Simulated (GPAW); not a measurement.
# Y L₃ ELNES/XANES of Y (P6_3/mmc) from DFT, part 3 of 3

Aim: the dependence of the Y L₃ near-edge features of Y (P6_3/mmc) on volume.

GPAW 26.7.0; X-ray absorption from dipole matrix elements to empty bands, plane-wave PAW revPBE.

So far. Step 4 (Spectrum with XCH, Y atom 1): The energy difference (zero at 2096 eV) isn't read as a photon energy: for so heavy an absorber the terms left out (core spin–orbit splitting, the hole's spin, the functional's error) amount to tens of eV or more. Step 6 (Spectrum with XCH, Y atom 1): This run also has another mesh (4×4×4 against 3×3×3), so the 11 % r.m.s. difference can't be laid on the changed setting alone. The highest intensity below 24 eV goes from 1.2 eV (2.66) to 1.4 eV (2.52).

## (7) Reference energy of the supercell

Level of this step: plane-wave PAW DFT, revPBE, self-consistent field (GPAW).

The cell changes for the next run, so it gets a reference energy of its own.

The cell differs from the one that the last finished run ended in (a 6.189 → 6.380 Å, b 6.189 → 6.380 Å, c 6.654 → 6.860 Å).

Contents of scf.py:

```python
import numpy as np
from ase import Atoms
from ase.parallel import parprint, paropen
from gpaw import GPAW, PW, FermiDirac, Mixer, MixerDif, setup_paths
from gpaw.test import gen
setup_paths.insert(0, '.')
gen('Y', name='nch2p', xcname='revPBE', corehole=(2, 1, 0), write_xml=True)
from gpaw.mpi import world
world.barrier()

atoms = Atoms('Y6',
    cell=[[-5.52527283, 3.19001776, 0],
     [-5.52527283, -3.19001776, 0],
     [3.68351522, 0, 5.7873423]],
    scaled_positions=[[0.25, 0.91666667, 0.75],
     [0.58333333, 0.25, 0.75],
     [0.91666667, 0.58333333, 0.75],
     [0.41666667, 0.75, 0.25],
     [0.75, 0.08333333, 0.25],
     [0.08333333, 0.41666667, 0.25]],
    pbc=True)
atoms.calc = calc = GPAW(legacy_gpaw=True, mode=PW(430), xc='revPBE', setups={0: 'nch2p'},
    kpts={'size': (3, 3, 3), 'gamma': True}, occupations=FermiDirac(0.1),
    charge=0, mixer=Mixer(0.1, 5, 50), maxiter=150,
    convergence={'density': 0.0001}, txt='scf.txt')
energy = atoms.get_potential_energy() + calc.get_reference_energy()
ef = calc.get_fermi_level()
out = dict(energy=energy, fermi=ef, forces=atoms.get_forces().tolist())
parprint(f'all-electron energy {energy:.4f} eV, Fermi level {ef:.4f} eV')
ev = np.array([[calc.get_eigenvalues(k, s) for k in range(len(calc.get_ibz_k_points()))] for s in range(calc.get_number_of_spins())])
out['homo'], out['lumo'], out['counts'] = ev[ev < ef].max(), ev[ev > ef].min(), sorted(set((ev < ef).sum((0, 2)).tolist()))
out['filled'] = (ev[:, 0] < ef).sum(1).tolist()
import json
with paropen('out.json', 'w') as f:
    json.dump(out, f)
```

Launch:

```sh
$ OMP_NUM_THREADS=1 mpirun -n 2 gpaw python scf.py
```

Numbers of over 12 decimals in the logs are rounded to 6 here.

What it wrote:

```text
Input parameters:
  convergence: {density: 0.0001}
  kpts: {gamma: True,
         size: (3, 3, 3)}
  maxiter: 150
  mixer: {backend: pulay,
          beta: 0.1,
          method: separate,
          nmaxold: 5,
          weight: 50}
  mode: {ecut: 430.0,
         name: pw}
  occupations: {fixmagmom: False,
                name: fermi-dirac,
                width: 0.1}
  setups: {0: nch2p}
  xc: revPBE

Initialize ...

[...]
5s(2) :    -0.149326     0.973503
4p(6) :    -1.026412     0.547630
5p(0) :    -0.052647     0.978309
4d(1) :    -0.091308     0.863629
*d    :     0.908692
--------------------------------

Diagonalizing with gridspacing h=0.050

state   all-electron     PAW
-------------------------------
4s:      -1.763233    -1.763694
4p:      -1.026412    -1.027084
4d:      -0.091308    -0.091646
*f:                    0.055160
-------------------------------
all-electron energy -552605.5029 eV, Fermi level 6.1836 eV
[key lines of the parts left out:]
Converged after 13 iterations.
Dipole moment: (0.000000, 0.000000, -0.000000) |e|*Ang
Free energy:    -26.821973
Fermi level: 6.18358
```

Wall time 23 s (2 MPI ranks of Arm Neoverse V2, shared host); peak memory 0.27 GiB; 46 s of CPU time.

Reference energy: -552605.503 eV with the cores included.

## (8) Spectrum with XCH, Y atom 1

Shorter bonds are expected to push antibonding states and scattering resonances up, and longer ones down; the cell is scaled to test that.

Changed against the first core-hole run: volume scale from 1 to 1.03.

Contents of xas.py:

```python
import numpy as np
from ase import Atoms
from ase.parallel import parprint, paropen
from gpaw import GPAW, PW, FermiDirac, Mixer, MixerDif, setup_paths
from gpaw.test import gen
setup_paths.insert(0, '.')
gen('Y', name='fch2p', xcname='revPBE', corehole=(2, 1, 1), write_xml=True)
from gpaw.mpi import world
world.barrier()

atoms = Atoms('Y6',
    cell=[[-5.52527283, 3.19001776, 0],
     [-5.52527283, -3.19001776, 0],
     [3.68351522, 0, 5.7873423]],
    scaled_positions=[[0.25, 0.91666667, 0.75],
     [0.58333333, 0.25, 0.75],
     [0.91666667, 0.58333333, 0.75],
     [0.41666667, 0.75, 0.25],
     [0.75, 0.08333333, 0.25],
     [0.08333333, 0.41666667, 0.25]],
    pbc=True)
atoms.calc = calc = GPAW(legacy_gpaw=True, mode=PW(430), xc='revPBE', setups={0: 'fch2p'},
    kpts={'size': (3, 3, 3), 'gamma': True}, occupations=FermiDirac(0.1),
    charge=-1, mixer=Mixer(0.1, 5, 50), maxiter=150,
    convergence={'density': 0.0001}, txt='scf.txt')
energy = atoms.get_potential_energy() + calc.get_reference_energy()
ef = calc.get_fermi_level()
out = dict(energy=energy, fermi=ef, forces=atoms.get_forces().tolist())
parprint(f'all-electron energy {energy:.4f} eV, Fermi level {ef:.4f} eV')
ev = np.array([[calc.get_eigenvalues(k, s) for k in range(len(calc.get_ibz_k_points()))] for s in range(calc.get_number_of_spins())])
out['homo'], out['lumo'], out['counts'] = ev[ev < ef].max(), ev[ev > ef].min(), sorted(set((ev < ef).sum((0, 2)).tolist()))
out['filled'] = (ev[:, 0] < ef).sum(1).tolist()

from ase.units import Ha
from gpaw.xas import dipole_matrix_elements
nb = int(calc.get_number_of_electrons() / 2) + 154
top, nb = nb, nb + 8 + nb // 12
nscf = calc.fixed_density(kpts={'size': (3, 3, 3), 'gamma': True}, nbands=nb,
    convergence={'bands': top, 'eigenstates': 1e-5}, maxiter=60, txt='nscf.txt')
cell = atoms.cell.array
ops = [cell.T @ U.T @ np.linalg.inv(cell.T) for U in nscf.wfs.kd.symmetry.op_scc]
E = np.arange(-6, 34, 0.1)
fwhm = np.interp(E, [4, 25], [1.5, 3.5])
Y, X, zero, highest = 0, 0, 1e9, 1e9
for spin in range(nscf.get_number_of_spins()):
    wfs = nscf.wfs
    A = dipole_matrix_elements(wfs.setups[0])
    eps = np.zeros((wfs.kd.nibzkpts, nb))
    d = np.zeros((3, A.shape[1], wfs.kd.nibzkpts, nb), complex)
    for kpt in wfs.kpt_u:
        if kpt.s == spin and 0 in kpt.P_ani:
            eps[kpt.k] = kpt.eps_n * Ha
            d[:, :, kpt.k] = (kpt.weight * wfs.nspins / 2) ** 0.5 * np.inner(A, kpt.P_ani[0])
    world.sum(eps)
    world.sum(d)
    T = np.einsum('amkn,bmkn->abkn', d, d.conj()).real
    T = sum(np.einsum('ai,ijkn,bj->abkn', R, T, R) for R in ops) / len(ops)
    empty = eps > ef
    zero, highest = min(zero, eps[empty].min()), min(highest, eps[:, top - 1].min())
    lines = [(eps, T, empty)] if spin == 0 else lines + [(eps, T, empty)]
for eps, T, empty in lines:
    f = np.einsum('aakn->akn', T).reshape(3, -1)
    x = eps.ravel() - zero
    w = np.interp(x, E, fwhm) / 2.35482
    g = np.exp(-0.5 * ((E[:, None] - x) / w) ** 2) / (w * (2 * np.pi) ** 0.5)
    Y = Y + (f * empty.ravel()) @ g.T
    X = X + (f * ~empty.ravel()) @ g.T
out.update(E=E.round(2).tolist(), xas=Y.tolist(), xes=X.tolist(), zero=zero, valid=highest - zero, nk=len(eps), nb=nb)
for i in range(0, len(E), 10):
    parprint(f'{E[i]:7.2f}', *(f'{v:10.3e}' for v in Y[:, i]))
import json
with paropen('out.json', 'w') as f:
    json.dump(out, f)
```

Launch:

```sh
$ OMP_NUM_THREADS=1 mpirun -n 2 gpaw python xas.py
```

What it wrote:

```text
Input parameters:
  charge: -1
  convergence: {density: 0.0001}
  kpts: {gamma: True,
         size: (3, 3, 3)}
  maxiter: 150
  mixer: {backend: pulay,
          beta: 0.1,
          method: separate,
          nmaxold: 5,
          weight: 50}
  mode: {ecut: 430.0,
         name: pw}
  occupations: {fixmagmom: False,
                name: fermi-dirac,
                width: 0.1}
  setups: {0: fch2p}
  xc: revPBE

[...]
*d    :     0.542620
--------------------------------

Diagonalizing with gridspacing h=0.050

state   all-electron     PAW
-------------------------------
4s:      -2.317064    -2.317526
4p:      -1.535088    -1.535760
4d:      -0.457380    -0.457903
*f:                   -0.040475
-------------------------------
all-electron energy -550509.7399 eV, Fermi level 6.0651 eV
[...]
32.00  1.059e-05  1.059e-05  1.035e-05
  33.00  1.069e-05  1.069e-05  1.099e-05
[key lines of the parts left out:]
Converged after 18 iterations.
Dipole moment: (-0.491347, 0.062811, -0.244894) |e|*Ang
Free energy:    -36.972524
Fermi level: 6.06506
```

The job ended after 2.5 min (2 MPI ranks; peak memory 0.45 GiB; 5 min of CPU time).

```
E (eV)  first run  this run
  -2.0       0.00      0.00
  -1.0       0.11      0.11
   0.0       1.06      1.09
   1.0       2.56      2.64
   2.0       2.20      2.24
   3.0       1.89      2.00
   4.0       2.37      2.38
   5.0       1.59      1.42
   6.0       0.62      0.56
   7.0       0.55      0.60
   8.0       0.66      0.64
   9.0       0.64      0.65
  10.0       0.76      0.76
  11.0       0.73      0.68
  12.0       0.57      0.52
  13.0       0.45      0.42
  14.0       0.40      0.41
  15.0       0.48      0.53
  16.0       0.63      0.66
  17.0       0.68      0.67
  18.0       0.63      0.62
  19.0       0.59      0.59
  20.0       0.59      0.59
  21.0       0.57      0.57
  22.0       0.55      0.54
  23.0       0.51      0.49
  24.0       0.46      0.44
  25.0       0.43      0.43
  26.0       0.44      0.46
  27.0       0.48      0.50
  28.0       0.51      0.52
  29.0       0.52      0.52
  30.0       0.52      0.52
  31.0       0.51      0.51
  32.0       0.50      0.50
```

The scaled spectrum changes by 5 % r.m.s. The highest intensity below 24 eV stays at 1.2 eV.

The photon energy of the zero moves by +0.10 eV.

## (9) Reference energy of the supercell

The cell changes for the next run, so it gets a reference energy of its own.

The cell differs from the one that the last finished run ended in (a 6.380 → 6.441 Å, b 6.380 → 6.441 Å, c 6.860 → 6.926 Å).

scf.py, as its differences from that of step 7:

```diff
@@ -11,5 +11,5 @@
 atoms = Atoms('Y6',
-    cell=[[-5.52527283, 3.19001776, 0],
-     [-5.52527283, -3.19001776, 0],
-     [3.68351522, 0, 5.7873423]],
+    cell=[[-5.57840371, 3.22069289, 0],
+     [-5.57840371, -3.22069289, 0],
+     [3.71893581, 0, 5.84299324]],
     scaled_positions=[[0.25, 0.91666667, 0.75],
```

Launch:

```sh
$ OMP_NUM_THREADS=1 mpirun -n 2 gpaw python scf.py
```

What it wrote:

```text
Input parameters:
  convergence: {density: 0.0001}
  kpts: {gamma: True,
         size: (3, 3, 3)}
  maxiter: 150
  mixer: {backend: pulay,
          beta: 0.1,
          method: separate,
          nmaxold: 5,
          weight: 50}
  mode: {ecut: 430.0,
         name: pw}
  occupations: {fixmagmom: False,
                name: fermi-dirac,
                width: 0.1}
  setups: {0: nch2p}
  xc: revPBE

Initialize ...

[...]
5s(2) :    -0.149326     0.973503
4p(6) :    -1.026412     0.547630
5p(0) :    -0.052647     0.978309
4d(1) :    -0.091308     0.863629
*d    :     0.908692
--------------------------------

Diagonalizing with gridspacing h=0.050

state   all-electron     PAW
-------------------------------
4s:      -1.763233    -1.763694
4p:      -1.026412    -1.027084
4d:      -0.091308    -0.091646
*f:                    0.055160
-------------------------------
all-electron energy -552605.4674 eV, Fermi level 5.9559 eV
[key lines of the parts left out:]
Converged after 14 iterations.
Dipole moment: (0.000000, -0.000000, 0.000000) |e|*Ang
Free energy:    -26.793697
Fermi level: 5.95594
```

It took 25 s on 2 MPI ranks; peak memory 0.27 GiB; 50 s of CPU time.

Reference energy: -552605.467 eV with the cores included.

## (10) Spectrum with XCH, Y atom 1

Shorter bonds are expected to push antibonding states and scattering resonances up, and longer ones down; the cell is scaled to test that.

Changed against the first core-hole run: volume scale from 1 to 1.06.

xas.py, as its differences from that of step 8:

```diff
@@ -11,5 +11,5 @@
 atoms = Atoms('Y6',
-    cell=[[-5.52527283, 3.19001776, 0],
-     [-5.52527283, -3.19001776, 0],
-     [3.68351522, 0, 5.7873423]],
+    cell=[[-5.57840371, 3.22069289, 0],
+     [-5.57840371, -3.22069289, 0],
+     [3.71893581, 0, 5.84299324]],
     scaled_positions=[[0.25, 0.91666667, 0.75],
@@ -35,3 +35,3 @@
 from gpaw.xas import dipole_matrix_elements
-nb = int(calc.get_number_of_electrons() / 2) + 154
+nb = int(calc.get_number_of_electrons() / 2) + 158
 top, nb = nb, nb + 8 + nb // 12
```

Launch:

```sh
$ OMP_NUM_THREADS=1 mpirun -n 2 gpaw python xas.py
```

What it wrote:

```text
Input parameters:
  charge: -1
  convergence: {density: 0.0001}
  kpts: {gamma: True,
         size: (3, 3, 3)}
  maxiter: 150
  mixer: {backend: pulay,
          beta: 0.1,
          method: separate,
          nmaxold: 5,
          weight: 50}
  mode: {ecut: 430.0,
         name: pw}
  occupations: {fixmagmom: False,
                name: fermi-dirac,
                width: 0.1}
  setups: {0: fch2p}
  xc: revPBE

[...]
*d    :     0.542620
--------------------------------

Diagonalizing with gridspacing h=0.050

state   all-electron     PAW
-------------------------------
4s:      -2.317064    -2.317526
4p:      -1.535088    -1.535760
4d:      -0.457380    -0.457903
*f:                   -0.040475
-------------------------------
all-electron energy -550509.6112 eV, Fermi level 5.8358 eV
[...]
32.00  1.069e-05  1.069e-05  1.082e-05
  33.00  1.116e-05  1.116e-05  1.148e-05
[key lines of the parts left out:]
Converged after 19 iterations.
Dipole moment: (-0.503206, 0.067979, -0.252412) |e|*Ang
Free energy:    -36.849344
Fermi level: 5.83584
```

Run time: 2.7 min. Hardware: 2 MPI ranks; peak memory 0.45 GiB.

```
E (eV)  first run  this run
  -2.0       0.00      0.00
  -1.0       0.11      0.11
   0.0       1.06      1.13
   1.0       2.56      2.72
   2.0       2.20      2.28
   3.0       1.89      2.11
   4.0       2.37      2.37
   5.0       1.59      1.25
   6.0       0.62      0.53
   7.0       0.55      0.63
   8.0       0.66      0.61
   9.0       0.64      0.66
  10.0       0.76      0.75
  11.0       0.73      0.64
  12.0       0.57      0.48
  13.0       0.45      0.40
  14.0       0.40      0.44
  15.0       0.48      0.58
  16.0       0.63      0.68
  17.0       0.68      0.65
  18.0       0.63      0.61
  19.0       0.59      0.59
  20.0       0.59      0.58
  21.0       0.57      0.56
  22.0       0.55      0.52
  23.0       0.51      0.47
  24.0       0.46      0.44
  25.0       0.43      0.45
  26.0       0.44      0.48
  27.0       0.48      0.51
  28.0       0.51      0.52
  29.0       0.52      0.52
  30.0       0.52      0.51
  31.0       0.51      0.50
  32.0       0.50      0.51
```

Against the first run the r.m.s. difference is 9 %. The highest intensity below 24 eV goes from 1.2 eV (2.66) to 1.2 eV (2.80).

The photon energy of the zero moves by +0.19 eV.

## (11) The volumes side by side

```
volume  nearest distance (Å)  shift of the zero (eV)  maximum 1 (eV above own zero)  maximum 2 (eV above own zero)  maximum 3 (eV above own zero)  maximum 4 (eV above own zero)
  0.94                 3.483                   -0.20                            1.4                            4.4                           10.8                           18.0
     1                 3.556                   +0.00                            1.2                            4.0                           10.4                           16.8
  1.03                 3.591                   +0.10                            1.2                            3.8                           10.2                           16.6
  1.06                 3.626                   +0.19                            1.2                            3.8                           10.0                           16.2
```

The curves, each shifted by its zero's change so that they share one photon-energy axis, counted from the zero at V × 1:

```
E (eV)  V × 0.94  V × 1  V × 1.03  V × 1.06
  -2.0      0.00   0.00      0.00      0.00
  -1.0      0.17   0.11      0.08      0.06
   0.0      1.22   1.06      0.94      0.82
   1.0      2.48   2.56      2.54      2.53
   2.0      2.01   2.20      2.33      2.46
   3.0      1.73   1.89      1.96      2.02
   4.0      2.28   2.37      2.39      2.43
   5.0      1.73   1.59      1.54      1.50
   6.0      0.74   0.62      0.60      0.58
   7.0      0.49   0.55      0.58      0.60
   8.0      0.62   0.66      0.65      0.63
   9.0      0.68   0.64      0.64      0.64
  10.0      0.75   0.76      0.75      0.75
  11.0      0.77   0.73      0.70      0.67
  12.0      0.65   0.57      0.54      0.51
  13.0      0.50   0.45      0.43      0.41
  14.0      0.43   0.40      0.41      0.42
  15.0      0.45   0.48      0.52      0.55
  16.0      0.55   0.63      0.65      0.67
  17.0      0.65   0.68      0.67      0.66
  18.0      0.67   0.63      0.62      0.61
  19.0      0.63   0.59      0.59      0.60
  20.0      0.58   0.59      0.59      0.59
  21.0      0.56   0.57      0.57      0.57
  22.0      0.56   0.55      0.54      0.53
  23.0      0.55   0.51      0.49      0.48
  24.0      0.50   0.46      0.45      0.44
  25.0      0.45   0.43      0.43      0.44
  26.0      0.43   0.44      0.46      0.47
  27.0      0.45   0.48      0.49      0.50
  28.0      0.47   0.51      0.51      0.52
  29.0      0.50   0.52      0.52      0.52
  30.0      0.52   0.52      0.52      0.52
  31.0      0.52   0.51      0.51      0.51
  32.0      0.51   0.50      0.50      0.51
```

## (12) Summary of results

```json
{
 "absorber and edge": "Y L₃, atom 1 of the ground-state input (counted from 1)",
 "surroundings": "6 Y at 3.56 Å and 6 Y at 3.65 Å (anticuboctahedral, as in hcp, site symmetry -6m2)",
 "highest intensity below 24 eV": "1.2 eV above the zero, height 2.66"
}
```

**Reading.** From V × 0.94 to V × 1.06 the nearest distance grows by 0.142 Å and the zero moves by +0.39 eV. Above their own zero, the maxima move from 1.4 to 1.2 eV, from 4.4 to 3.8 eV, from 10.8 to 10.0 eV and from 18.0 to 16.2 eV. The one highest in energy moves most, in the direction that the rule ΔE·R² ≈ constant for scattering resonances gives. The meshes differ between volumes, which adds to the changes. The Y L₃ edge of atom 1, with 6 Y at 3.56 Å and 6 Y at 3.65 Å (anticuboctahedral, as in hcp, site symmetry -6m2), has its highest intensity of the first 24 eV at 1.2 eV above the zero, 2.7 times the mean level of the first 20 eV (Gaussian full width 1.5 eV up to 4 eV, rising linearly to 3.5 eV at 25 eV). At the Y L₃ edge of atom 1 polarisation matters most near 0.6 eV, where the curves differ by 0.4 on this scale. Only the L₃ part is meant: spin–orbit coupling of the core level isn't computed and the L₂ copy isn't added. The holes are only 6.3 Å apart, so the shape is probably not converged with cell size; no larger cell was run here. The mesh is coarse (0.40 Å⁻¹ between points), so small maxima may be mesh ripples. Lifetime broadening is put in by hand, and intensities beyond about 20 eV depend on it and on the partial waves; weight that the partial waves miss at high energy is lost. The structure is a published determination, not relaxed.

[Banner, clock and machine lines of the logs are left out without a mark of their own.]

[Logs are printed without paths, hosts, clocks, repeated set-up lines and the standing remarks that a program may print on its own settings, such as how far it seeks lower states.]

[Hosts, paths, dates, database ids (printed as entryN), source tags and the programs' standing remarks are cut or masked in the printed files.]

[Lists of maxima count a maximum above −3 eV only where it reaches 4 % of the highest in the window and stands out from its surroundings by 2 % of it (1.5 % where it reaches 55 %); shoulders and weaker maxima are passed over, and of the rest the first, up to two pre-edge ones and the few strongest are named.]
